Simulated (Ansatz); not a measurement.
# (BaO)2(NaCl)1 [001] superlattice, started as rocksalt type: a soft mode frozen in

Which phase does (BaO)2(NaCl)1 [001] superlattice, started as rocksalt type fall into along its unstable mode, and how much energy does it gain?

Method: DFT PBEsol, scalar-relativistic, plane waves, PAW, in Ansatz 0.2.0.

Most raw output is cut from this account.

The structure was built from a prototype and need not be the compound's stable phase.

## 1. The structure

Symmetry: I4/mmm, No. 139, tetragonal system. Conventional cell: a = 3.831 Å, b = 3.831 Å, c = 18.323 Å, α = 90.00°, β = 90.00°, γ = 90.00°. Ba has 5 O at 2.58 to 2.71 Å and 1 Cl at 3.22 Å nearest. Nearest to Cl lie 4 Na at 2.71 Å and 2 Ba at 3.22 Å. Na has 4 Cl at 2.71 Å nearest. Nearest to O lie 5 Ba at 2.58 to 2.71 Å. Farther neighbours and most contacts between anions are not listed.

## 2. Modes at Γ

The cell comes from relaxations at this level that are not shown. The zone centre is the only wavevector solved here; it holds the modes that light can see, as far as symmetry allows. The response to a homogeneous field gives the Born charges and the dielectric tensor, and its change with displacement the Raman tensors.

File input.yaml:

```yaml
crystal:
  lattice:
    - [2.7088263131, 2.7088263131, 0.0]
    - [-2.7088263131, 2.7088263131, 0.0]
    - [2.7088263131, 0.0, 9.1614302761]
  atoms:
    - { symbol: Ba, position: [-0.0093181797, 0.0093181797, 0.0186363593] }
    - { symbol: Ba, position: [0.342651513, 0.657348487, 0.314696974] }
    - { symbol: Cl, position: [0.1666666667, 0.8333333333, 0.6666666667] }
    - { symbol: Na, position: [0.6666666667, 0.3333333333, 0.6666666667] }
    - { symbol: O, position: [0.4832420251, 0.5167579749, 0.0335159497] }
    - { symbol: O, position: [0.8500913082, 0.1499086918, 0.2998173836] }
kpoints:
  mp_grid: { grid: [8, 8, 8] }
hamiltonian:
  xc: pbesol
scf:
  occupations: { method: fixed }
output:
  eigenvalues: true
phonons:
  method: dfpt
  dielectric: true
  rigid_motions: translations
  raman: true
```

On the command line:

```console
$ ansatz run input.yaml --threads 8 --pin off --max-ram 14336MiB --backend cpu --events-out ev --progress --plain --runs-dir out
```

The job ended after 9.3 min (8 threads of Arm Neoverse V2, shared host; peak memory 5 GiB).

This step gave:

```
gap on the k-mesh                                       : 1.939 eV
volume per atom                                         : 22.41 Å³
sum-rule residual before enforcement                    : 2.15e-4 eV/Å²
miss of the charge sum rule                             : 0.006454 e
estimated error of the dielectric tensor                : 0.01219
estimated error of the Born charges                     : 0.01206 e
point group                                             : 4/mmm
highest optical mode at the zone centre (no LO-TO term) : 310.7 cm⁻¹
lowest optical zone-centre mode                         : -94.92 cm⁻¹
mean high-frequency dielectric constant                 : 3.607
largest Born charge (third of the trace)                : 2.513 e
top of the zone-centre spectrum with the field          : 378.4 cm⁻¹
```

Without the LO-TO term. Patterns of degenerate modes are one choice out of their space. Modes at Γ, with each element's share of the kinetic energy (negative means imaginary):

| mode | frequency (cm⁻¹) | symmetry | Ba % | Cl % | Na % | O % |
| --- | --- | --- | --- | --- | --- | --- |
| 1 | -94.9 | A2u | 2 | 1 | 88 | 9 |
| 2 | 0.0 | acoustic | 75 | 10 | 6 | 9 |
| 3 | 0.0 | acoustic | 75 | 10 | 6 | 9 |
| 4 | 0.0 | acoustic | 75 | 10 | 6 | 9 |
| 5 | 49.5 | Eu | 17 | 54 | 28 | 0 |
| 6 | 49.5 | Eu | 17 | 54 | 28 | 0 |
| 7 | 75.1 | Eg | 99 | 0 | 0 | 1 |
| 8 | 75.1 | Eg | 99 | 0 | 0 | 1 |
| 9 | 137.6 | A1g | 96 | 0 | 0 | 4 |
| 10 | 144.2 | Eu | 7 | 1 | 0 | 91 |
| 11 | 144.2 | Eu | 7 | 1 | 0 | 91 |
| 12 | 151.1 | Eg | 1 | 0 | 0 | 99 |
| 13 | 151.1 | Eg | 1 | 0 | 0 | 99 |
| 14 | 154.3 | A2u | 14 | 86 | 0 | 0 |
| 15 | 216.4 | Eu | 0 | 35 | 65 | 0 |
| 16 | 216.4 | Eu | 0 | 35 | 65 | 0 |
| 17 | 237.5 | A1g | 4 | 0 | 0 | 96 |
| 18 | 310.7 | A2u | 9 | 4 | 5 | 81 |

Displacements in mode 1 (-94.9 cm⁻¹), the largest set to 1:
```
Ba1  0.00  0.00 -0.04
Ba2  0.00  0.00 -0.04
Cl3  0.00  0.00 -0.08
Na4  0.00  0.00  1.00
O5   0.00  0.00 -0.28
O6   0.00  0.00 -0.28
```

Displacements in mode 13 (151.1 cm⁻¹), the largest set to 1:
```
Ba1  0.04  0.00  0.00
Ba2 -0.04  0.00  0.00
Cl3  0.00  0.00  0.00
Na4  0.00  0.00  0.00
O5  -1.00  0.00  0.00
O6   1.00  0.00  0.00
```

Before it was imposed, the acoustic sum rule was missed by 2.1e-4 eV/Å² and the charge sum rule by 0.0065 e. Small misses are needed for a sound result but don't prove that mesh and cutoff are converged. The lowest optical mode is imaginary, 94.9i cm⁻¹, so the energy falls along it.

## 3. The mode frozen in, largest atomic shift 0 Å

The mode followed lies at Γ with frequency 94.9i cm⁻¹, the softest among the wavevectors solved. At small amplitude the distorted cell has space group no. 107 by a symmetry search on the positions. The undistorted cell that holds it gives the zero of energy on the same k mesh.

Edit input.yaml of step 2 so:

```diff
@@ -6,3 +6,3 @@
   atoms:
-    - { symbol: Ba, position: [-0.0093181797, 0.0093181797, 0.0186363593] }
+    - { symbol: Ba, position: [0.9906818203, 0.0093181797, 0.0186363593] }
     - { symbol: Ba, position: [0.342651513, 0.657348487, 0.314696974] }
@@ -17,9 +17,6 @@
 scf:
-  occupations: { method: fixed }
+  occupations: { method: gaussian, width: 0.02 }
 output:
+  forces: true
+  stress: true
   eigenvalues: true
-phonons:
-  method: dfpt
-  dielectric: true
-  rigid_motions: translations
-  raman: true
```

Elapsed: 2.2 s, on 8 threads; peak memory 0.64 GiB.

Numbers from this step:

- pressure: 0.003308 GPa
- gap on the k-mesh: 1.938 eV
- energy from the undistorted cell: 0 meV/atom

At this level the gap is 1.94 eV on the k-mesh of the self-consistent run, which can miss the band edges.

## 4. The mode frozen in, largest atomic shift 0.6 Å

The atoms are moved along the unstable eigenvector, the largest shift by 0.6 Å, with the cell fixed.

input.yaml, the sections that differ from step 3:

```yaml
crystal:
  lattice:
    - [2.7088263131, 2.7088263131, 0.0]
    - [-2.7088263131, 2.7088263131, 0.0]
    - [2.7088263131, 0.0, 9.1614302761]
  atoms:
    - { symbol: Ba, position: [0.9893180657, 0.0106819343, 0.0213638687] }
    - { symbol: Ba, position: [0.3412877583, 0.6587122417, 0.3174244834] }
    - { symbol: Cl, position: [0.1642087104, 0.8357912896, 0.6715825792] }
    - { symbol: Na, position: [0.6994126453, 0.3005873547, 0.6011747094] }
    - { symbol: O, position: [0.4741437294, 0.5258562706, 0.0517125412] }
    - { symbol: O, position: [0.8409930125, 0.1590069875, 0.3180139751] }
# kpoints, hamiltonian, scf, output: as in step 3
```

Elapsed: 2.9 s, on 8 threads; peak memory 0.58 GiB; 21 s of CPU time.

This step gave:

```yaml
pressure: 0.1274 GPa
gap_on_the_k_mesh: 2.157 eV
energy_from_the_undistorted_cell: -17.99 meV/atom
```

The energy, extrapolated to zero smearing, is -17.99 meV/atom against the undistorted cell.

The run ends at a pressure of 0.13 GPa, with forces up to 0.28 eV/Å.

## 5. Energy along the mode, all amplitudes (two of the runs are shown above)

An imaginary frequency means negative curvature, so the energy should fall and then rise again as anharmonic terms take over.

This step gave:

* depth at the lowest point sampled: 17.99 meV/atom
* largest atomic shift at that point: 0.6 Å

Energy from the parent against largest atomic shift:

```csv
largest atomic shift (Å),energy from the parent (meV/atom)
0.000,0
0.040,-0.115
0.080,-0.46
0.140,-1.39
0.220,-3.36
0.320,-6.79
0.450,-12.2
0.600,-18.0
```

Displacement at unit largest shift by atom:

| atom | x (Å) | y (Å) | z (Å) | size |
| --- | --- | --- | --- | --- |
| Ba1 | 0.00 | 0.00 | 0.04 | 0.04 |
| Ba2 | 0.00 | 0.00 | 0.04 | 0.04 |
| Cl3 | 0.00 | 0.00 | 0.07 | 0.07 |
| Na4 | 0.00 | 0.00 | -1.00 | 1.00 |
| O5 | 0.00 | 0.00 | 0.28 | 0.28 |
| O6 | 0.00 | 0.00 | 0.28 | 0.28 |

The lowest of the steps tried is the last one, at 0.6 Å, 18.0 meV/atom below the parent; the bottom of the well need not coincide with a step.

## 6. Relaxing from the distorted cell

Starting from the lowest point found, all atoms and the cell are let go, so that strain and other modes of the same symmetry can join in.

Edit input.yaml of step 4 so:

```diff
@@ -17,3 +17,3 @@
 scf:
-  occupations: { method: gaussian, width: 0.02 }
+  occupations: { method: fixed }
 output:
@@ -22 +22,6 @@
   eigenvalues: true
+relax:
+  adjacent_minimum: "off"
+  f_tol: 0.002
+  max_steps: 120
+  cell: { stress_tol: 0.03 }
```

It took 45 s on 8 threads; peak memory 0.66 GiB; 5.6 min of CPU time.

Step by step:

```
step  energy less that of the first step (eV)  largest force component (eV/Å)  pressure (GPa)  volume (Å³)
   1                                   0.0000                          0.2776            0.13       134.45
   2                                   0.0164                          0.7407           -0.32       135.16
   3                                  -0.0195                          0.1769            0.09       134.35
   4                                  -0.0306                          0.1342            0.09       134.36
   5                                  -0.0301                          0.1816           -0.01       134.40
   6                                  -0.0345                          0.0546           -0.01       134.42
   7                                  -0.0360                          0.0135            0.01       134.19
   8                                  -0.0361                          0.0038            0.00       134.20
   9                                  -0.0361                          0.0033            0.00       134.19
  10                                  -0.0361                          0.0005            0.00       134.19
 11*                                  -0.0361                          0.0004            0.00       134.19
  12                                  -0.0360                          0.0041            0.00       134.23
  13                                  -0.0361                          0.0010            0.00       134.20
 14*                                  -0.0361                          0.0011            0.00       134.20
```

Relaxation steps marked * repeat the geometry before them on a plane-wave basis chosen anew for their cell, so energy and pressure can jump there. Relaxation steps 2, 5 were tried and not accepted.

The run keeps the 8 symmetry operations that it works with, so distortions that break them were not tested.

```
conventional cell, symmetrised  before   after  change
                         a (Å)   3.831   3.800  -0.8 %
                         b (Å)   3.831   3.800  -0.8 %
                         c (Å)  18.323  18.592  +1.5 %
              volume (Å³/atom)   22.41   22.37  -0.2 %
```

The atoms that moved most (Å, as changes of fractional coordinates times the final cell):

```csv
atom,dx,dy,dz,length
O6,0.000,0.000,0.141,0.141
Na4,0.000,0.000,-0.123,0.123
Ba1,0.000,0.000,-0.044,0.044
Ba2,0.000,0.000,0.032,0.032
```

Final coordinates:

```xyz
6
Lattice="2.6867 2.6867 0.0000 -2.6867 2.6867 0.0000 2.6867 0.0000 9.2959" Properties=species:S:1:pos:R:3 pbc="T T T"
Ba    2.6867    2.6867    0.1547
Ba    0.0000    2.6867    2.9824
Cl    0.0000    2.6867    6.2383
Na    2.6867    2.6867    5.4654
O     0.0000    2.6867    0.4792
O     2.6867    2.6867    3.0975
```

Numbers from this step:

```
pressure          : 0.004121 GPa
gap on the k-mesh : 2.220 eV
volume per atom   : 22.37 Å³
```

The distorted start has space group I4mm; the relaxation ends in I4mm.

## 7. The new phase in its own primitive cell

The relaxed structure is symmetrised, reduced to its primitive cell and relaxed tightly, as its phonons need.

File input.yaml:

```yaml
crystal:
  lattice:
    - [-1.8997673421, 1.8997673421, 9.2958545602]
    - [1.8997673421, -1.8997673421, 9.2958545602]
    - [1.8997673421, 1.8997673421, -9.2958545602]
  atoms:
    - { symbol: Ba, position: [0.0083208942, 0.0083208942, 0.0] }
    - { symbol: Ba, position: [0.6604167626, 0.6604167626, 0.0] }
    - { symbol: Cl, position: [0.8355446113, 0.8355446113, 0.0] }
    - { symbol: Na, position: [0.2939672939, 0.2939672939, 0.0] }
    - { symbol: O, position: [0.525777542, 0.525777542, 0.0] }
    - { symbol: O, position: [0.1666089744, 0.1666089744, 0.0] }
kpoints:
  mp_grid: { grid: [8, 8, 8] }
hamiltonian:
  xc: pbesol
scf:
  occupations: { method: fixed }
output:
  forces: true
  stress: true
  eigenvalues: true
relax:
  adjacent_minimum: "off"
  f_tol: 0.001
  max_steps: 60
  cell: { stress_tol: 0.01 }
```

Elapsed: 13 s, on 8 threads; peak memory 0.64 GiB; 99 s of CPU time.

Little changed from the start: no atom moved by 0.005 Å and no cell edge by 0.1 %.

This step gave:

- pressure: 2.13e-4 GPa
- direct gap on mesh: 2.563 eV

The largest force component left is 0.85 meV/Å and the pressure is 0.000 GPa, within the tolerances set. The cell now holds 22.37 Å³/atom.

## 8. Modes of the new phase

A relaxed structure may still be a saddle point, so its zone-centre modes are computed. The response to a homogeneous field gives the Born charges and the dielectric tensor, and its change with displacement the Raman tensors.

File input.yaml:

```yaml
crystal:
  lattice:
    - [-1.8998108679, 1.8998108679, 9.296271625]
    - [1.8998108679, -1.8998108679, 9.296271625]
    - [1.8998108679, 1.8998108679, -9.296271625]
  atoms:
    - { symbol: Ba, position: [0.0083215213, 0.0083215213, 0.0] }
    - { symbol: Ba, position: [0.660411554, 0.660411554, 0.0] }
    - { symbol: Cl, position: [0.8355325938, 0.8355325938, 0.0] }
    - { symbol: Na, position: [0.2939674166, 0.2939674166, 0.0] }
    - { symbol: O, position: [0.5257783183, 0.5257783183, 0.0] }
    - { symbol: O, position: [0.1666246744, 0.1666246744, 0.0] }
kpoints:
  mp_grid: { grid: [8, 8, 8] }
hamiltonian:
  xc: pbesol
scf:
  occupations: { method: fixed }
output:
  eigenvalues: true
phonons:
  method: dfpt
  dielectric: true
  rigid_motions: translations
  raman: true
```

Elapsed: 11 min, on 8 threads; peak memory 4.4 GiB.

This step gave:

- sum-rule residual before enforcement: 1.83e-4 eV/Å²
- miss of the charge sum rule: 0.006677 e
- estimated error of the dielectric tensor: 0.01230
- estimated error of the Born charges: 0.01223 e
- point group: 4mm
- highest optical mode at the zone centre (no LO-TO term): 347.7 cm⁻¹
- lowest optical zone-centre mode: 55.97 cm⁻¹
- mean high-frequency dielectric constant: 3.541
- largest Born charge (third of the trace): 2.587 e
- mean static dielectric constant: 22.67
- top of the zone-centre spectrum with the field: 396.0 cm⁻¹

(Part 1 of 2 ends here.)

[Logs are printed without paths, hosts, clocks, repeated set-up lines and the standing remarks that a program may print on its own settings, such as how far it seeks lower states.]

[Hosts, paths, dates, database ids (printed as entryN), source tags and the programs' standing remarks are cut or masked in the printed files.]
